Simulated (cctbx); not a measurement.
**Rb2LiAlI6 with cctbx, script by script**

Library: cctbx 2025.11. The data are simulated by the first script.

## 1. Simulate the data

run.py:

```python
from cctbx import adptbx, crystal, miller, sgtbx, xray
from cctbx.array_family import flex
from iotbx.shelx import hklf
from scitbx import matrix
import scitbx.random

cs = crystal.symmetry(unit_cell=(11.722, 11.722, 11.722, 90, 90, 90), space_group_symbol='Hall: -F 4 2 3')  # Fm-3m
atoms = [  # label, site, U (iso, or U11 U22 U33 U12 U13 U23 in A^2), occupancy
    ("I1", (0, 0, 0.7498), 0.0184, 1),
    ("Rb1", (0.25, 0.75, 0.75), 0.0208, 1),
    ("Al1", (0, 0, 0), 0.0316, 1),
    ("Li1", (0.5, 0, 0), 0.0423, 1),
]
xs = xray.structure(crystal_symmetry=cs)
for label, site, u, occ in atoms:
    u = adptbx.u_cif_as_u_star(cs.unit_cell(), u) if isinstance(u, tuple) else u
    xs.add_scatterer(xray.scatterer(label, site=site, u=u, occupancy=occ))
xs.set_inelastic_form_factors(1.54184, "sasaki")
xs.show_summary()
p1 = xs.expand_to_p1()
ms = miller.build_set(p1, anomalous_flag=True, d_min=0.83)
flex.set_random_seed(484780)
scitbx.random.set_random_seed(484780)
ms = ms.select(flex.random_double(ms.size()) < 0.8)
i = ms.structure_factors_from_scatterers(p1, algorithm="direct").f_calc().as_intensity_array().data()
i = i * 20000 / flex.max(i)
sig = flex.sqrt(i + flex.pow2(0.06 * i) + 2 ** 2)
noise = scitbx.random.variate(scitbx.random.normal_distribution())(i.size())
data = ms.array(data=i + sig * noise, sigmas=sig).set_observation_type_xray_intensity()
with open("data.hkl", "w") as f:
    data.export_as_shelx_hklf(f)
print("reflections written:", data.size(), " <I/sigma> = %.1f" % flex.mean(data.data() / data.sigmas()))
for h, a, b in list(data.sort("data"))[:12]:
    print("%4d%4d%4d %9.1f %7.1f" % (h + (a, b)))
```

```console
$ python run.py
```

```text
Number of scatterers: 4
At special positions: 4
Unit cell: (11.722, 11.722, 11.722, 90, 90, 90)
Space group: F m -3 m (No. 225)
reflections written: 9427  <I/sigma> = 1.2
   2   2   2   20307.3  1152.5
   0   4   0   20042.7  1208.3
   4   0   0   19514.5  1208.3
  -2   2  -2   19434.2  1152.5
   2  -2   2   19420.3  1152.5
   2  -2  -2   19094.5  1152.5
   0  -4   0   18483.1  1208.3
   0   0   4   18440.1  1208.3
   2   2  -2   18355.1  1152.5
  -2  -2  -2   18120.5  1152.5
  -4   0   0   17992.1  1208.3
  -4   4   0   15936.0   894.7
```

Run time: 0.27 s on 1 thread of Arm Neoverse V2, with other jobs on the host, peak memory 0.07 GiB.

## 2. Refinement (lightest element left out)

run.py:

```python
import math
from cctbx import adptbx, crystal, maptbx, sgtbx, xray
from cctbx.array_family import flex
from cctbx.xray import observations
from iotbx.shelx import hklf
from scitbx.lstbx import normal_eqns_solving
from smtbx import absolute_structure, utils
from smtbx.refinement import constraints, least_squares

cs = crystal.symmetry(unit_cell=(11.722, 11.722, 11.722, 90, 90, 90), space_group_symbol='Hall: -F 4 2 3')  # Fm-3m
atoms = [  # label, site, U (iso, or U11 U22 U33 U12 U13 U23 in A^2), occupancy
    ("I1", (0, 0, 0.7495), 0.0200, 1),
    ("Rb1", (0.25, 0.75, 0.75), 0.0200, 1),
    ("Al1", (0, 0, 0), 0.0200, 1),
]
xs = xray.structure(crystal_symmetry=cs)
for label, site, u, occ in atoms:
    u = adptbx.u_cif_as_u_star(cs.unit_cell(), u) if isinstance(u, tuple) else u
    xs.add_scatterer(xray.scatterer(label, site=site, u=u, occupancy=occ))
xs.set_inelastic_form_factors(1.54184, "sasaki")
raw = hklf.reader(file_name="data.hkl").as_miller_arrays(crystal_symmetry=cs, anomalous=True)[0]
merged = raw.eliminate_sys_absent().merge_equivalents()
fo2 = merged.array().set_observation_type_xray_intensity()
print("Rint %.3f, %d unique reflections to %.2f A" % (merged.r_int(), fo2.size(), fo2.d_min()))
for sc in xs.scatterers():
    sc.flags.set_grad_site(True)
    sc.flags.set_grad_u_aniso(sc.flags.use_u_aniso())
    sc.flags.set_grad_u_iso(sc.flags.use_u_iso())
obs = fo2.as_xray_observations()
extra = {}
rep = constraints.reparametrisation(xs, [], utils.connectivity_table(xs), **extra)
ls = least_squares.crystallographic_ls(obs, rep, weighting_scheme=least_squares.mainstream_shelx_weighting(a=0, b=0))
print("cycle     R1     wR2    GooF  max shift (A)")
for cycle in range(8):
    ls.build_up()
    r1, wr2, goof = ls.r1_factor(cutoff_factor=2)[0], ls.wR2(), ls.goof()
    old = xs.sites_cart()
    normal_eqns_solving.levenberg_marquardt_iterations(ls, n_max_iterations=3, tau=1e-06, step_threshold=1e-7)
    big = flex.max((xs.sites_cart() - old).norms())
    print("%4d %7.4f %7.4f %7.3f %9.5f" % (cycle + 1, r1, wr2, goof, big))
    ls.build_up(objective_only=True)
    if abs(ls.wR2() - wr2) < 5e-5 and big < 5e-4:
        break
ls.build_up()
print("final R1 %.4f wR2 %.4f GooF %.3f  parameters %d  data/parameter %.1f" % (ls.r1_factor(cutoff_factor=2)[0], ls.wR2(), ls.goof(), ls.n_parameters, fo2.size() / ls.n_parameters))
cov = ls.covariance_matrix_and_annotations()
su = dict(zip(cov.annotations, (math.sqrt(max(v, 0)) for v in cov.matrix.matrix_packed_u_diagonal())))
a2 = cs.unit_cell().reciprocal_parameters()[0] ** -2
print("atom        x        y        z      Ueq    occ   su(xyz)  su(Uiso or U11)")
for sc in xs.scatterers():
    s = max(su.get(sc.label + k, 0) for k in (".x", ".y", ".z"))
    npd = "" if sc.is_positive_definite_u(cs.unit_cell()) else "  NPD"
    print("%-5s %8.5f %8.5f %8.5f %8.4f %6.3f %8.5f %7.4f%s" % ((sc.label,) + sc.site + (sc.u_iso_or_equiv(cs.unit_cell()), sc.occupancy, s, su.get(sc.label + ".uiso", su.get(sc.label + ".u11", 0) * a2), npd)))
fo = fo2.f_sq_as_f()
fc = fo.structure_factors_from_scatterers(xs, algorithm="direct").f_calc()
diff = fo.f_obs_minus_f_calc(1 / math.sqrt(ls.scale_factor()), fc).average_bijvoet_mates()
m = diff.fft_map(symmetry_flags=maptbx.use_space_group_symmetry, resolution_factor=0.25).apply_volume_scaling()
print("difference map: max %.2f min %.2f rms %.2f" % (m.statistics().max(), m.statistics().min(), m.statistics().sigma()))
peaks = m.peak_search(parameters=maptbx.peak_search_parameters(min_distance_sym_equiv=0.6, max_clusters=8)).all()
near = xs.closest_distances(peaks.sites(), distance_cutoff=4)
sps = cs.special_position_settings(min_distance_sym_equiv=0.5)
for k, (x, h) in enumerate(zip(peaks.sites(), peaks.heights())):
    ss = sps.site_symmetry(x)
    print("Q%-3d %7.4f %7.4f %7.4f %4d %7.2f  %.2f A from %s" % ((k + 1,) + tuple(t % 1 for t in ss.exact_site()) + (ss.multiplicity(), h, near.smallest_distances[k], xs.scatterers()[near.i_seqs[k]].label)))
```

```console
$ python run.py
```

```text
Rint 0.052, 103 unique reflections to 0.84 A
cycle     R1     wR2    GooF  max shift (A)
   1  0.0355  0.1533   4.875   0.00390
   2  0.0213  0.0696   2.213   0.00001
final R1 0.0213 wR2 0.0696 GooF 2.213  parameters 4  data/parameter 25.8
atom        x        y        z      Ueq    occ   su(xyz)  su(Uiso or U11)
I1     0.00000  0.00000  0.74983   0.0174  1.000  0.00004  0.0005
Rb1    0.25000  0.75000  0.75000   0.0199  1.000  0.00000  0.0006
Al1    0.00000  0.00000  0.00000   0.0304  1.000  0.00000  0.0015
difference map: max 3.57 min -0.79 rms 0.15
Q1    0.0000  0.0000  0.5000    4    3.57  2.93 A from I1
Q2    0.0000  0.0000  0.2649   24    0.72  0.17 A from I1
Q3    0.2500  0.2500  0.2500    8    0.43  0.00 A from Rb1
Q4    0.1133  0.1133  0.1133   32    0.42  2.30 A from Al1
Q5    0.1403  0.1403  0.3597   32    0.40  2.23 A from Rb1
Q6    0.0905  0.0905  0.1570   96    0.39  1.86 A from I1
Q7    0.0925  0.0925  0.3385   96    0.36  1.85 A from I1
Q8    0.1554  0.1554  0.1554   32    0.26  1.92 A from Rb1
```

Time: 0.42 s.

## 3. Refinement (whole model)

run.py, as its changes from the last script of this kind:

```diff
@@ -14,0 +15 @@
+    ("Li1", (0.5, 0, 0), 0.0200, 1),
@@ -59 +60 @@
-peaks = m.peak_search(parameters=maptbx.peak_search_parameters(min_distance_sym_equiv=0.6, max_clusters=8)).all()
+peaks = m.peak_search(parameters=maptbx.peak_search_parameters(min_distance_sym_equiv=0.6, max_clusters=6)).all()
```

```console
$ python run.py
```

```text
Rint 0.052, 103 unique reflections to 0.84 A
cycle     R1     wR2    GooF  max shift (A)
   1  0.0337  0.1152   3.682   0.00353
   2  0.0139  0.0311   0.994   0.00000
final R1 0.0139 wR2 0.0311 GooF 0.994  parameters 5  data/parameter 20.6
atom        x        y        z      Ueq    occ   su(xyz)  su(Uiso or U11)
I1     0.00000  0.00000  0.74980   0.0182  1.000  0.00002  0.0002
Rb1    0.25000  0.75000  0.75000   0.0206  1.000  0.00000  0.0003
Al1    0.00000  0.00000  0.00000   0.0309  1.000  0.00000  0.0007
Li1    0.50000  0.00000  0.00000   0.0516  1.000  0.00000  0.0055
difference map: max 0.43 min -0.75 rms 0.11
Q1    0.1137  0.1137  0.1137   32    0.44  2.31 A from Al1
Q2    0.1529  0.1529  0.3471   32    0.42  1.97 A from Rb1
Q3    0.0934  0.0934  0.1563   96    0.41  1.90 A from I1
Q4    0.0954  0.0954  0.3414   96    0.39  1.91 A from I1
Q5    0.1578  0.1578  0.1578   32    0.29  1.87 A from Rb1
Q6    0.1419  0.2500  0.2500   48    0.22  1.27 A from Rb1
```

Time: 0.41 s.

## 4. Simulate the data

run.py, as its changes from the last script of this kind:

```diff
@@ -18 +18 @@
-xs.set_inelastic_form_factors(1.54184, "sasaki")
+xs.switch_to_neutron_scattering_dictionary()
@@ -21 +21 @@
-ms = miller.build_set(p1, anomalous_flag=True, d_min=0.83)
+ms = miller.build_set(p1, anomalous_flag=True, d_min=0.7)
@@ -26 +26 @@
-i = i * 20000 / flex.max(i)
+i = i * 5000 / flex.max(i)
```

```console
$ python run.py
```

```text
Number of scatterers: 4
At special positions: 4
Unit cell: (11.722, 11.722, 11.722, 90, 90, 90)
Space group: F m -3 m (No. 225)
reflections written: 15696  <I/sigma> = 1.1
   0   0  -4    5338.9   308.2
  -2   2  -2    5156.3   276.1
   0   0   4    5034.2   308.2
   0   4  -4    5026.0   282.9
   0  -4   0    5017.7   308.2
   4  -4   0    5011.7   282.9
  -2  -2   2    4946.1   276.1
   0   4   4    4919.8   282.9
  -4   0   0    4906.2   308.2
  -4   4   0    4773.3   282.9
   4   0   4    4757.9   282.9
   0   4   0    4725.3   308.2
```

Time: 0.31 s.

## 5. Refinement (lightest element left out)

run.py, as its changes from the last script of this kind:

```diff
@@ -15 +14,0 @@
-    ("Li1", (0.5, 0, 0), 0.0200, 1),
@@ -21 +20 @@
-xs.set_inelastic_form_factors(1.54184, "sasaki")
+xs.switch_to_neutron_scattering_dictionary()
@@ -60 +59 @@
-peaks = m.peak_search(parameters=maptbx.peak_search_parameters(min_distance_sym_equiv=0.6, max_clusters=6)).all()
+peaks = m.peak_search(parameters=maptbx.peak_search_parameters(min_distance_sym_equiv=0.6, max_clusters=8)).all()
```

```console
$ python run.py
```

```text
Rint 0.058, 163 unique reflections to 0.70 A
cycle     R1     wR2    GooF  max shift (A)
   1  0.1694  0.4036  12.084   0.00378
   2  0.0816  0.2340   7.005   0.00003
final R1 0.0816 wR2 0.2340 GooF 7.004  parameters 4  data/parameter 40.8
atom        x        y        z      Ueq    occ   su(xyz)  su(Uiso or U11)
I1     0.00000  0.00000  0.74982   0.0166  1.000  0.00014  0.0009
Rb1    0.25000  0.75000  0.75000   0.0235  1.000  0.00000  0.0010
Al1    0.00000  0.00000  0.00000   0.0225  1.000  0.00000  0.0014
difference map: max 0.89 min -5.13 rms 0.13
Q1    0.0000  0.0000  0.0000    4    0.90  0.00 A from Al1
Q2    0.0000  0.0000  0.2498   24    0.65  0.00 A from I1
Q3    0.1707  0.2317  0.2683   96    0.22  0.98 A from Rb1
Q4    0.2037  0.2037  0.2963   32    0.14  0.94 A from Rb1
Q5    0.1096  0.2306  0.2306   96    0.12  1.68 A from Rb1
Q6    0.2037  0.2037  0.2037   32    0.12  0.94 A from Rb1
Q7    0.1340  0.1340  0.3660   32    0.12  2.35 A from Rb1
Q8    0.1332  0.1332  0.1332   32    0.12  2.37 A from Rb1
```

Time: 0.48 s.

Figures of merit this high mean that the model is still wrong or incomplete.

## 6. Refinement (whole model)

run.py, as its changes from the last script of this kind:

```diff
@@ -14,0 +15 @@
+    ("Li1", (0.5, 0, 0), 0.0200, 1),
@@ -59 +60 @@
-peaks = m.peak_search(parameters=maptbx.peak_search_parameters(min_distance_sym_equiv=0.6, max_clusters=8)).all()
+peaks = m.peak_search(parameters=maptbx.peak_search_parameters(min_distance_sym_equiv=0.6, max_clusters=6)).all()
```

```console
$ python run.py
```

```text
Rint 0.058, 163 unique reflections to 0.70 A
cycle     R1     wR2    GooF  max shift (A)
   1  0.1268  0.3009   9.038   0.00370
   2  0.0112  0.0290   0.871   0.00000
final R1 0.0112 wR2 0.0290 GooF 0.871  parameters 5  data/parameter 32.6
atom        x        y        z      Ueq    occ   su(xyz)  su(Uiso or U11)
I1     0.00000  0.00000  0.74982   0.0186  1.000  0.00002  0.0001
Rb1    0.25000  0.75000  0.75000   0.0209  1.000  0.00000  0.0001
Al1    0.00000  0.00000  0.00000   0.0319  1.000  0.00000  0.0002
Li1    0.50000  0.00000  0.00000   0.0414  1.000  0.00000  0.0005
difference map: max 0.09 min -0.07 rms 0.02
Q1    0.1945  0.2500  0.2500   48    0.09  0.65 A from Rb1
Q2    0.0000  0.0000  0.1624   24    0.09  1.03 A from I1
Q3    0.0000  0.0629  0.2272   96    0.08  0.78 A from I1
Q4    0.0000  0.1438  0.2509   96    0.07  1.69 A from I1
Q5    0.0000  0.0000  0.5000    4    0.07  0.00 A from Li1
Q6    0.0330  0.0330  0.0904   96    0.06  1.19 A from Al1
```

Run time: 0.46 s on 1 thread of Arm Neoverse V2 (shared host), peak memory 0.09 GiB.

[Logs are printed without paths, hosts, clocks, repeated set-up lines and the standing remarks that a program may print on its own settings, such as how far it seeks lower states.]
